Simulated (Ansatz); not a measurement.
## A hypothetical structure for TlNi2P2

Starting from a made-up structure for TlNi2P2, the aim is the relaxed cell, its shortest contacts and, where a second run follows, its electronic structure.

Method: DFT, PBEsol, plane-wave PAW, files of the set soft_1, scalar-relativistic, ferromagnetic start, cell and ions relaxed at zero pressure; PAW set soft_1, in Ansatz 0.2.0.

## 1. The structure

The structure is tetragonal, space group I4/mmm (No. 139). Conventional cell: a = 3.926 Å, b = 3.926 Å, c = 9.745 Å, α = 90.00°, β = 90.00°, γ = 90.00°. Nearest to Tl lie 8 P at 3.01 Å and 8 Ni at 3.13 Å. Nearest to Ni lie 4 P at 2.35 Å and 4 Ni at 2.78 Å and 4 Tl at 3.13 Å. P has 1 P at 2.31 Å and 4 Ni at 2.35 Å and 4 Tl at 3.01 Å nearest. Farther neighbours are not listed.

## 2. Relaxation of the guess

The guessed cell has no reason to be at equilibrium. It is relaxed with the atoms, within the space group of the guess.

The input, input.yaml:

```yaml
crystal:
  lattice:
    - [-1.963, 1.963, 4.8725]
    - [1.963, -1.963, 4.8725]
    - [1.963, 1.963, -4.8725]
  atoms:
    - { symbol: Tl, position: [0.0, 0.0, 0.0] }
    - { symbol: Ni, position: [0.25, 0.75, 0.5], spin: 1.0 }
    - { symbol: Ni, position: [0.75, 0.25, 0.5], spin: 1.0 }
    - { symbol: P, position: [0.6183, 0.6183, 0.0] }
    - { symbol: P, position: [0.3817, 0.3817, 0.0] }
magnetization:
  spin_polarized: true
kpoints:
  mp_grid: { grid: [10, 10, 10] }
scf:
  occupations: { method: fermi_dirac, width: 0.05 }
hamiltonian:
  xc: pbesol
  pseudopotentials: { kind: paw, azcp: { folder: soft_1 }, xc_functional: pbe }
relax:
  f_tol: 0.015
  max_steps: 70
  cell: {}
output:
  forces: true
  stress: true
```

Command:

```console
ansatz run input.yaml --threads 4 --pin off --max-ram 8192MiB --backend cpu --events-out ev --progress --plain --runs-dir out
```

Numbers of over 12 decimals in the logs are rounded to 6 here.

Output:

```text
basis.fft_grid_basis auto: the FFT boxes are laid along the combinations [[1, 0, 1], [0, 1, 1], [0, 0, 1]] of the cell's own vectors, 3.926, 3.926 and 5.608 Å long. The dense box has 27×27×40 points. Along the cell's own vectors, as sized, it would have 40×40×40, 2.19 times as many. Of the 16 symmetry operations that the crystal satisfies within crystal.symmetry.tolerance (time reversal apart; of a slab, those that k [...]
Engine: ansatz 0.2.0, aarch64-unknown-linux-gnu
Pseudopotentials: kind: paw
Pseudopotential: Tl, paw, valence charge 13, recommended cutoff 420 eV (normal), soft_1/Tl.paw.azcp
Pseudopotential: Ni, paw, valence charge 18, recommended cutoff 420 eV (normal), soft_1/Ni.paw.azcp
Pseudopotential: P, paw, valence charge 5, recommended cutoff 420 eV (normal), soft_1/P.paw.azcp
Functional definition: PBEsol
  exchange = pbesol_x
  correlation = pbesol_c
Crystal: 5 atoms, lattice volume = 75.102 Å³
Basis set: ecut = 420 eV, 1493 PW (Γ), FFT grids on a1+a3, a2+a3, a3, exchange–correlation on 54×54×80 points (8 copies of the dense FFT grid, shifted against one another)
Bands: 37, of which v1, the nominal top of the filled ones, is band 30 counted from 1 (29 counted from 0)
Symmetry: 16 space group operations
Space group: I4/mmm (ITA 139), of the structure as read, at distance tolerance 4.2e-5 Å
Magnetic group: BNS 139.531 (UNI 1191), of the structure as read, at distance tolerance 4.2e-5 Å
k-points: 102 of 1000
Non-local potential: Tl, projectors of the file, l = 0: 2, l = 1: 2, l = 2: 2, l = 3: 1
Non-local potential: Ni, projectors of the file, l = 0: 3, l = 1: 2, l = 2: 3, l = 3: 1
Non-local potential: P, projectors of the file, l = 0: 2, l = 1: 2, l = 2: 1
PAW form: soft (Blöchl's): semilocal exchange-correlation on the pseudo side does not see the compensation charge
PAW frozen core: Tl, regenerated for the run's functional, and the local potential with it (the file was generated under x = pbe(κ = 0.804, μ = 0.219515), c = pbe(β = 0.066725))
PAW frozen core: Ni, regenerated for the run's functional, and the local potential with it (the file was generated under x = pbe(κ = 0.804, μ = 0.219515), c = pbe(β = 0.066725))
PAW frozen core: P, regenerated for the run's functional, and the local potential with it (the file was generated under x = pbe(κ = 0.804, μ = 0.219515), c = pbe(β = 0.066725))
PAW one-centre angular grid: Tl, 590 points (default); XC on 64 Gauss nodes
PAW one-centre angular grid: Ni, 590 points (default); XC on 64 Gauss nodes
PAW one-centre angular grid: P, 110 points (default); XC on 64 Gauss nodes
Initial density: superposition of atomic densities (chi_scale 0.1, normalization cell)
Starting moments: Σ|m| = 2 μB on 2 of 5 sites
Initial wavefunctions: pseudopotential atomic-orbital guess
Functional: x = pbesol(κ = 0.804, μ = 0.123457), c = pbesol(β = 0.046)
iter 1 solved again at ethr=2.29e-3 eV; its pass at ethr=3.10e-3 eV (dr2=1.35e0 eV) is discarded
SCF iter   1: F=—  HF=-24385.515816 eV  |F-HF|=—  |Δ(HF+E_count)|=         —  Δρ=2.14e-2 (↑2.14e-2 ↓2.06e-2)  dr2=1.35e0  dr2_m=1.30e-1  M=1.503 μB ∫|m|=1.600 μB  β_m=0.30  ethr=2.29e-3  ⟨swp⟩=1.1  Hψ=43701  notcnv=0
Mixer restart at iter 1: flushing history
preconditioner: auto → Kerker (q_TF=auto, 2.621 Å⁻¹)  [metal: Δε(μ)=0.010 eV  Ē_g=8.897 eV  σ=0.050 eV  W_gap=0.05  n_scr=32 (ndim 8)  ℏωp=28.1 eV  f_vac=0.000  D(μ)=3.42/eV (n_scr^D=32)]
spin=Collinear: Kerker preconditioning applied to the charge; magnetization (m = ρ↑ − ρ↓) channel mixes plain (no charge-response kernel on spin).
SCF iter   2: F=—  HF=-24386.286941 eV  |F-HF|=—  |Δ(HF+E_count)|=   7.71e-1  Δρ=2.98e-2 (↑1.38e-2 ↓2.98e-2)  dr2=1.52e0  dr2_m=2.09e-1  M=1.321 μB ∫|m|=1.413 μB  β_m=0.65  ethr=2.29e-3  ⟨swp⟩=1.2  Hψ=7612  notcnv=0
SCF iter   3: F=—  HF=-24387.785764 eV  |F-HF|=—  |Δ(HF+E_count)|=    1.50e0  Δρ=3.37e-2 (↑1.27e-2 ↓3.37e-2)  dr2=1.36e0  dr2_m=3.09e-1  M=1.016 μB ∫|m|=1.115 μB  β_m=0.32  ethr=2.29e-3  ⟨swp⟩=2.9  Hψ=10859  notcnv=0  defer=163
SCF iter   4: F=—  HF=-24388.180415 eV  |F-HF|=—  |Δ(HF+E_count)|=   3.95e-1  Δρ=2.40e-2 (↑1.05e-2 ↓2.40e-2)  dr2=6.93e-1  dr2_m=1.73e-1  M=0.787 μB ∫|m|=0.868 μB  β_m=0.22  ethr=2.29e-3  ⟨swp⟩=2.0  Hψ=9800  notcnv=0  defer=297
SCF iter   5: F=—  HF=-24388.499810 eV  |F-HF|=—  |Δ(HF+E_count)|=   3.19e-1  Δρ=2.01e-2 (↑2.01e-2 ↓6.61e-3)  dr2=3.01e-1  dr2_m=4.85e-2  M=0.581 μB ∫|m|=0.630 μB  β_m=0.83  ethr=1.17e-3  ⟨swp⟩=3.0  Hψ=11885  notcnv=0  defer=300
SCF iter   6: F=—  HF=-24388.529084 eV  |F-HF|=—  |Δ(HF+E_count)|=   2.93e-2  Δρ=1.86e-2 (↑1.86e-2 ↓1.65e-2)  dr2=7.08e-1  dr2_m=1.87e-3  M=0.062 μB ∫|m|=0.068 μB  β_m=0.91  ethr=5.10e-4  ⟨swp⟩=3.1  Hψ=13343  notcnv=0  defer=295
SCF iter   7: F=—  HF=-24388.482153 eV  |F-HF|=—  |Δ(HF+E_count)|=         —  Δρ=3.57e-3 (↑6.10e-4 ↓3.57e-3)  dr2=1.53e-2  dr2_m=2.25e-3  M=-0.007 μB ∫|m|=0.017 μB  β_m=0.91  ethr=5.10e-4  ⟨swp⟩=2.1  Hψ=11836  notcnv=0  defer=309
Mixer restart at iter 7: flushing history
SCF iter   8: F=—  HF=-24388.493808 eV  |F-HF|=—  |Δ(HF+E_count)|=   1.17e-2  Δρ=8.08e-3 (↑8.08e-3 ↓7.25e-3)  dr2=1.00e-1  dr2_m=1.29e-4  M=-0.004 μB ∫|m|=0.007 μB  β_m=0.91  ethr=2.60e-5  ⟨swp⟩=2.2  Hψ=15417  notcnv=0  defer=310
SCF iter   9: F=—  HF=-24388.479320 eV  |F-HF|=—  |Δ(HF+E_count)|=   1.45e-2  Δρ=4.59e-4 (↑4.59e-4 ↓3.55e-4)  dr2=3.08e-4  dr2_m=7.78e-5  M=-0.001 μB ∫|m|=0.004 μB  β_m=0.96  ethr=2.60e-5  ⟨swp⟩=2.0  Hψ=15815  notcnv=0  defer=315
SCF iter  10: F=—  HF=-24388.479188 eV  |F-HF|=—  |Δ(HF+E_count)|=   1.32e-4  Δρ=2.85e-4 (↑2.85e-4 ↓2.19e-4)  dr2=1.52e-4  dr2_m=7.89e-7  M=-0.000 μB ∫|m|=0.000 μB  β_m=0.88  ethr=5.23e-7  ⟨swp⟩=2.1  Hψ=12831  notcnv=0  defer=315
SCF iter  11: F=—  HF=-24388.479163 eV  |F-HF|=—  |Δ(HF+E_count)|=   2.53e-5  Δρ=1.67e-4 (↑1.35e-4 ↓1.67e-4)  dr2=4.85e-5  dr2_m=1.88e-7  M=-0.000 μB ∫|m|=0.000 μB  β_m=0.94  ethr=2.58e-7  ⟨swp⟩=2.0  Hψ=10136  notcnv=0  defer=315
SCF iter  12: F=—  HF=-24388.479160 eV  |F-HF|=—  |Δ(HF+E_count)|=   2.98e-6  Δρ=6.99e-5 (↑4.82e-5 ↓6.99e-5)  dr2=6.70e-6  dr2_m=1.00e-7  M=-0.000 μB ∫|m|=0.000 μB  β_m=0.89  ethr=8.22e-8  ⟨swp⟩=1.5  Hψ=7677  notcnv=0  defer=315
SCF iter  13: F=—  HF=-24388.479159 eV  |F-HF|=—  |Δ(HF+E_count)|=   5.39e-7  Δρ=9.36e-6 (↑5.39e-6 ↓9.36e-6)  dr2=9.58e-8  dr2_m=1.92e-8  M=-0.000 μB ∫|m|=0.000 μB  β_m=0.86  ethr=1.14e-8  ⟨swp⟩=2.0  Hψ=9086  notcnv=0  defer=315
SCF iter  14: F=—  HF=-24388.479159 eV  |F-HF|=—  |Δ(HF+E_count)|=   1.02e-8  Δρ=2.91e-6 (↑2.91e-6 ↓1.35e-6)  dr2=1.29e-8  dr2_m=7.80e-10  M=-0.000 μB ∫|m|=0.000 μB  β_m=0.93  ethr=1.62e-10  ⟨swp⟩=2.1  Hψ=10776  notcnv=0  defer=315
[...]
SCF 3 converged in 10 iterations: F = -24388.758500 eV  dr2 = 8.48e-9
relax step   3: F+E_penalty+E_count = -24388.75850046 eV  Δ(F+E_penalty+E_count) = -5.374e-2 eV  max|allowed force component| = 1.210e-1 eV/Å  Δτ_max = 0.0479 Å  P = +0.869 GPa  Ω = 72.863 Å³  energy of the carried Pulay correction = +4.923e-4 eV  (10 SCF iters, dr2 threshold 5.00e-7 eV, accepted)
[...]
relax step   4: F+E_penalty+E_count = -24388.76237800 eV  Δ(F+E_penalty+E_count) = -3.878e-3 eV  max|allowed force component| = 1.534e-1 eV/Å  Δτ_max = 0.0002 Å  P = +0.161 GPa  Ω = 73.307 Å³  energy of the carried Pulay correction = +3.935e-4 eV  (8 SCF iters, dr2 threshold 5.00e-7 eV, accepted)
[...]
relax step   5: F+E_penalty+E_count = -24388.76657862 eV  Δ(F+E_penalty+E_count) = -4.201e-3 eV  max|allowed force component| = 1.501e-2 eV/Å  Δτ_max = 0.0144 Å  P = +0.453 GPa  Ω = 73.476 Å³  energy of the carried Pulay correction = +3.561e-4 eV  (8 SCF iters, dr2 threshold 5.00e-7 eV, accepted)
[...]
relax step   6: F+E_penalty+E_count = -24388.76704188 eV  Δ(F+E_penalty+E_count) = -4.633e-4 eV  max|allowed force component| = 8.507e-3 eV/Å  Δτ_max = 0.0037 Å  P = -0.014 GPa  Ω = 73.812 Å³  energy of the carried Pulay correction = +2.819e-4 eV  (7 SCF iters, dr2 threshold 5.00e-7 eV, accepted)
Initial wavefunctions: pseudopotential atomic-orbital guess (no wavefunctions were taken with the density)
iter 1 solved again at ethr=3.03e-7 eV; its pass at ethr=3.10e-3 eV (dr2=1.79e-4 eV) is discarded
SCF iter   1: F=—  HF=-24388.766701 eV  |F-HF|=—  |Δ(HF+E_count)|=         —  Δρ=2.61e-4 (↑2.61e-4 ↓2.61e-4)  dr2=1.58e-5  dr2_m=6.04e-11  M=0.000 μB ∫|m|=0.000 μB  β_m=0.65  ethr=3.03e-7  ⟨swp⟩=3.2  Hψ=55458  notcnv=0
preconditioner: auto → Kerker (q_TF=auto, 2.286 Å⁻¹)  [metal: Δε(μ)=0.004 eV  Ē_g=9.474 eV  σ=0.050 eV  W_gap=0.02  n_scr=14 (ndim 8)  ℏωp=28.3 eV  f_vac=0.000  D(μ)=3.39/eV (n_scr^D=32)]
spin=Collinear: Kerker preconditioning applied to the charge; magnetization (m = ρ↑ − ρ↓) channel mixes plain (no charge-response kernel on spin).
SCF iter   2: F=—  HF=-24388.766805 eV  |F-HF|=—  |Δ(HF+E_count)|=   1.04e-4  Δρ=9.09e-5 (↑9.08e-5 ↓9.09e-5)  dr2=8.29e-7  dr2_m=7.37e-12  M=0.000 μB ∫|m|=0.000 μB  β_m=0.53  ethr=2.67e-8  ⟨swp⟩=2.0  Hψ=9279  notcnv=0
SCF iter   3: F=—  HF=-24388.766819 eV  |F-HF|=—  |Δ(HF+E_count)|=   1.38e-5  Δρ=4.74e-5 (↑4.74e-5 ↓4.74e-5)  dr2=7.72e-7  dr2_m=2.19e-12  M=0.000 μB ∫|m|=0.000 μB  β_m=0.51  ethr=1.41e-9  ⟨swp⟩=2.0  Hψ=13702  notcnv=0
SCF iter   4: F=—  HF=-24388.766823 eV  |F-HF|=—  |Δ(HF+E_count)|=   3.91e-6  Δρ=1.54e-5 (↑1.54e-5 ↓1.54e-5)  dr2=3.45e-7  dr2_m=2.64e-13  M=0.000 μB ∫|m|=0.000 μB  β_m=0.76  ethr=1.31e-9  ⟨swp⟩=2.0  Hψ=9673  notcnv=0
SCF iter   5: F=—  HF=-24388.766824 eV  |F-HF|=—  |Δ(HF+E_count)|=   1.15e-6  Δρ=1.60e-5 (↑1.60e-5 ↓1.60e-5)  dr2=6.11e-7  dr2_m=3.86e-15  M=0.000 μB ∫|m|=0.000 μB  β_m=0.88  ethr=5.85e-10  ⟨swp⟩=2.3  Hψ=9396  notcnv=0
SCF iter   6: F=—  HF=-24388.766825 eV  |F-HF|=—  |Δ(HF+E_count)|=   5.04e-7  Δρ=8.78e-6 (↑8.75e-6 ↓8.78e-6)  dr2=1.96e-7  dr2_m=1.09e-13  M=0.000 μB ∫|m|=0.000 μB  β_m=0.88  ethr=5.85e-10  ⟨swp⟩=2.0  Hψ=10300  notcnv=0
SCF iter   7: F=—  HF=-24388.766825 eV  |F-HF|=—  |Δ(HF+E_count)|=   1.08e-7  Δρ=2.14e-6 (↑2.13e-6 ↓2.14e-6)  dr2=1.09e-8  dr2_m=1.77e-14  M=0.000 μB ∫|m|=0.000 μB  β_m=0.94  ethr=3.33e-10  ⟨swp⟩=2.0  Hψ=10389  notcnv=0
SCF iter   8: F=—  HF=-24388.766825 eV  |F-HF|=—  |Δ(HF+E_count)|=   1.58e-9  Δρ=2.57e-7 (↑2.57e-7 ↓2.53e-7)  dr2=2.17e-10  dr2_m=2.91e-15  M=0.000 μB ∫|m|=0.000 μB  β_m=0.97  ethr=1.84e-11  ⟨swp⟩=3.2  Hψ=15836  notcnv=0
SCF iter   9: F=—  HF=-24388.766825 eV  |F-HF|=—  |Δ(HF+E_count)|=   6.61e-7  Δρ=5.10e-8 (↑5.10e-8 ↓5.03e-8)  dr2=3.20e-12  dr2_m=3.56e-16  M=0.000 μB ∫|m|=0.000 μB  β_m=0.94  ethr=1.00e-12  ⟨swp⟩=2.0  Hψ=12110  notcnv=0
SCF iter  10: F=-24388.766825 eV  HF=-24388.766825 eV  |F-HF|=3.64e-11  |Δ(HF+E_count)|=  3.64e-12  Δρ=1.26e-7 (↑1.26e-7 ↓1.26e-7)  dr2=4.34e-11  dr2_m=2.53e-17  M=0.000 μB ∫|m|=0.000 μB  ethr=1.00e-12  ⟨swp⟩=2.9  Hψ=23162  notcnv=0
the starting moments were not kept: the SCF closed with an absolute magnetisation of 4.4e-9 μB, where they sum to 2 μB in size (2 sites). That is at most 0.1 of that sum. Measured as dr2_m measures the in/out step, that magnetisation stands 1.9e-17 eV from none, at or under the dr2_threshold of 5.0e-11 eV: it is no larger than a step whose dr2_m would equal this threshold.
SCF 7 converged in 10 iterations: F = -24388.766825 eV  dr2 = 4.34e-11
relax step   7: F+E_penalty+E_count = -24388.76682550 eV  Δ(F+E_penalty+E_count) = +2.164e-4 eV  max|allowed force component| = 8.669e-3 eV/Å  Δτ_max = 0.0000 Å  P = -0.009 GPa  Ω = 73.812 Å³  stress off target by 2.75e-2 GPa  SCF on the basis re-selected at this cell (its energy is not comparable with the rows above)  (10 SCF iters)
basis re-selected at this cell: Δ(F+E_penalty+E_count) = +2.164e-4 eV, ΔP = +0.005 GPa vs the last step (what re-selecting the basis moved, of the pressure what is left beyond the Pulay correction that the steps carried, after the strain that the cell walked since its last selection, with what the two solves' SCF thresholds leave and, on support functions, any second-order correction that the steps lacked; it is no m [...]
SCF converged after 10 iterations
Magnetization: 0.0000 μB (29.5000 up, 29.5000 down)
Absolute magnetization: 0.0000 μB (∫|ρ↑−ρ↓|, with the PAW one-centre terms)
Spin contamination: 0.0000 ħ² per cell (⟨S²⟩ above its minimum at these occupations)
Per-site moments (μB) at R_I (Å): [(3.7182814259227874e-11, 1.257462), (1.6175197319545513e-9, 0.941214), (1.6175201784014776e-9, 0.941214), (1.8697260300007528e-10, 0.941214), (1.8697247831090966e-10, 0.941214)]
Free energy (F): -24388.766825 eV
Harris-Foulkes:  -24388.766825 eV  (|F-HF|=3.64e-11)
Internal energy: -24388.740051 eV  (E = F + TS)
E sigma→0 (E₀):  -24388.753438 eV
Entropy (-TS):   -0.026775 eV (-5.355 meV/atom)
Fermi energy:    13.949404 eV
--- Per-component energies (eV) ---
  E_band       = -606.193448
  E_kinetic    = 1092.481016
  E_local      = -8651.992102  (includes V_loc(G=0)·N_el)
  E_nonlocal   = 152.888499
  E_hartree    = 4399.235506
  E_xc         = -556.244535
  E_vxc        = -540.580966  (∫ρ·V_xc dr)
  E_paw        = -14372.670267  (= ΣΔE_a)
  E_vpaw       = -1457.461770  (= ΣTr[D̂ρ^β])
  E_aug_tail   = 0.001691  (compensation charges beyond the density's cutoff)
  E_ewald      = -6452.964963
  E_core_change = 0.525103  (= ΣΔE_core)
  E_smearing   = -0.026775  (= −TS)
  E_closure    = 0.000000  (closes the sum)
  Σ components = -24388.766825   (vs F -24388.766825, Δ=0.00e0)
--- Forces (eV/Å), atoms counted from 1 ---
  atom   1  Tl    -0.00000000     0.00000000    -0.00000000
  atom   2  Ni     0.00000000     0.00000000     0.00000000
  atom   3  Ni     0.00000000     0.00000000     0.00000000
  atom   4  P      0.00000000    -0.00000000     0.00866866
  atom   5  P      0.00000000    -0.00000000    -0.00866866
  max |Σ_I F_I| component: 3.04e-18 eV/Å
--- Stress (GPa, compression-positive) ---
       -0.027423       0.000000       0.000000
        0.000000      -0.027423      -0.000000
        0.000000      -0.000000       0.027498
  P = ⅓ Tr σ = -0.0091 GPa (-0.091 kbar)
--- Relaxed structure (6 steps of the walk, 6 accepted, 1 SCFs on fresh bases) ---
  F+E_penalty+E_count = -24388.76682550 eV   max|allowed force component| = 8.669e-3 eV/Å   (the final SCF, on the basis selected at the relaxed cell)
  cell:  # Å, volume = 73.8117 Å³
    - [-2.004219, 2.004219, 4.593826]
    - [2.004219, -2.004219, 4.593826]
    - [2.004219, 2.004219, -4.593826]
  atoms:
    - { symbol: Tl, position: [-5.707498352848269e-19, -5.707498352848277e-19, 0] }
    - { symbol: Ni, position: [0.250000, 0.750000, 0.500000] }
    - { symbol: Ni, position: [0.750000, 0.250000, 0.500000] }
    - { symbol: P, position: [0.631298, 0.631298, 0] }
    - { symbol: P, position: [0.368702, 0.368702, 0] }
```

Elapsed: 2 min, on 4 threads of Arm Neoverse N1, shared host; peak memory 0.69 GiB.

The steps of the relaxation:

```csv
step,energy less that of the first step (eV),largest force component (eV/Å),pressure (GPa),volume (Å³)
1,0.0000,1.5775,-3.75,75.10
2,-0.2256,0.8241,-2.66,74.61
3,-0.2793,0.1210,0.87,72.86
4,-0.2832,0.1535,0.16,73.31
5,-0.2874,0.0150,0.45,73.48
6,-0.2879,0.0085,-0.01,73.81
7*,-0.2877,0.0087,-0.01,73.81
```

Relaxation steps marked * repeat the geometry before them on a plane-wave basis chosen anew for their cell, so energy and pressure can jump there.

Forces are held to the 16 operations that the run works with; a distortion that breaks them can't arise in this run.

| conventional cell, symmetrised | before | after | change |
| --- | --- | --- | --- |
| a (Å) | 3.926 | 4.008 | +2.1 % |
| b (Å) | 3.926 | 4.008 | +2.1 % |
| c (Å) | 9.745 | 9.188 | -5.7 % |
| volume (Å³/atom) | 15.02 | 14.76 | -1.7 % |

The atoms that moved most (Å, as changes of fractional coordinates times the final cell):

```csv
atom,dx,dy,dz,length
P5,0.000,0.000,-0.119,0.119
P4,0.000,0.000,0.119,0.119
```

Final coordinates:

```cif
data_structure
_symmetry_space_group_name_H-M 'P 1'
_symmetry_Int_Tables_number 1
_cell_length_a 5.3979
_cell_length_b 5.3979
_cell_length_c 5.3979
_cell_angle_alpha 136.409
_cell_angle_beta 136.409
_cell_angle_gamma 63.349
_cell_volume 73.81
loop_
_atom_site_label
_atom_site_type_symbol
_atom_site_fract_x
_atom_site_fract_y
_atom_site_fract_z
_atom_site_occupancy
Tl1 Tl 0.00000 0.00000 0.00000 1
Ni2 Ni 0.25000 0.75000 0.50000 1
Ni3 Ni 0.75000 0.25000 0.50000 1
P4 P 0.63130 0.63130 0.00000 1
P5 P 0.36870 0.36870 0.00000 1
```

Numbers from this step:

- free energy: -24388.7668 eV
- energy at zero smearing: -24388.7534 eV
- smearing term TS: 0.02677 eV
- Fermi energy: 13.95 eV
- electrons: 59
- symmetry operations: 16
- pressure: -0.009116 GPa

The shortest distance of each pair, which need not be the same contact before and after:

```csv
pair,guess (Å),relaxed (Å)
Ni–P,2.345,2.282
P–P,2.306,2.413
Ni–Ni,2.776,2.834
Ni–Tl,3.129,3.048
P–Tl,3.006,3.080
```

The relaxation ends with a largest force component of 0.0087 eV/Å and a pressure of -0.01 GPa. No moment survives the cycle: this start ends non-magnetic.

## 3. Summary of results

```yaml
space_group_relaxed: I4/mmm
conventional_cell: a = 4.008, b = 4.008, c = 9.188 Å; α = 90.0°, β = 90.0°, γ = 90.0°
volume_per_atom: 14.76 Å³ (guess 15.02)
total_moment: 0.00 μB in the cell of 5 atoms
```

**Reading.** TlNi2P2 relaxes to I4/mmm with a = 4.008, b = 4.008 and c = 9.188 Å. The guessed volume was 2 % too large. The space group I4/mmm was held in the relaxation, so the end point is a stationary structure within it and may be a saddle against distortions or other arrangements. The moments died out from this one start and weren't seeded again at the relaxed cell. Mesh and cutoff weren't tested. Spin-orbit coupling is left out, which can matter for elements this heavy. No dispersion term is used, so weakly bound directions may come out too long. Nothing here tests whether the compound is stable against decomposition.

[Logs are printed without paths, hosts, clocks, repeated set-up lines and the standing remarks that a program may print on its own settings, such as how far it seeks lower states.]

[Hosts, paths, dates, database ids (printed as entryN), source tags and the programs' standing remarks are cut or masked in the printed files.]
